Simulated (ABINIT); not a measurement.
Planning a run of ABINIT 10.8.3 on LaAlH6 (R-3m). The input:

```
acell 3*1.0 Angstrom
rprim 
  3.258000458606 1.881007441796 2.097130288200
  -3.258000458606 1.881007441796 2.097130288200
  -0.000000000000 -3.762014883593 2.097130288200
ntypat 3
znucl 57 13 1
natom 8
typat 1 2 3 3 3 3 3 3
xred 
  0.500000000000 0.500000000000 0.500000000000
  0.000000000000 0.000000000000 0.000000000000
  0.939950120000 0.291822870000 0.291822870000
  0.291822870000 0.939950120000 0.291822870000
  0.291822870000 0.291822870000 0.939950120000
  0.060049880000 0.708177130000 0.708177130000
  0.708177130000 0.060049880000 0.708177130000
  0.708177130000 0.708177130000 0.060049880000
pp_dirpath "pseudos"
pseudos "La.upf, Al.upf, H.upf"
ecut 50
ngkpt 2 2 2
nshiftk 1
shiftk 0 0 0
kptopt 1
chksymbreak 0
istwfk *1
occopt 1
irdwfk 1
optdriver 4
nband 61
gwcalctyp 10
ecutsigx 50
symsigma 1
nkptgw 4
kptgw 
  0.0000000000 0.0000000000 0.0000000000
  0.5000000000 0.0000000000 0.0000000000
  0.5000000000 0.5000000000 0.0000000000
  0.5000000000 0.5000000000 0.5000000000
bdgw 
  1 15
  1 15
  1 15
  1 15
ecuteps 3.9
irdscr 1
ppmodel 1
indata_prefix "in"
outdata_prefix "out"
tmpdata_prefix "tmp"
```

```sh
OMP_NUM_THREADS=1 mpirun -n 4 abinit run.abi > log
```

Q: How long will it take on 4 MPI ranks of Intel Xeon Platinum 8223CL at 3.00GHz (Skylake/Cascade Lake), shared host, and how much memory?

It took 22 s; on shared hardware allow 11 s to 43 s. Peak host memory was 1.2 GiB.

[Paths, hosts, dates, memory and timing lines, banners, echoed tables and standing remarks are left out of the program output.]

[Logs are printed without paths, hosts, clocks, repeated set-up lines and the standing remarks that a program may print on its own settings, such as how far it seeks lower states.]

[Runs of the session that timed out or met a known fault of the program may be left out.]

[Hosts, paths, dates, database ids (printed as entryN), source tags and the programs' standing remarks are cut or masked in the printed files.]

[G0W0 gaps are taken among the corrected bands and points alone; a level outside them can change the order at an edge.]

[Where Ansatz stands beside ABINIT at settings called matched, ABINIT's density can come from a denser mesh and the files from another edition; pairs whose starting gaps differed by over 0.03 eV were left out, so agreement reads better than it is.]
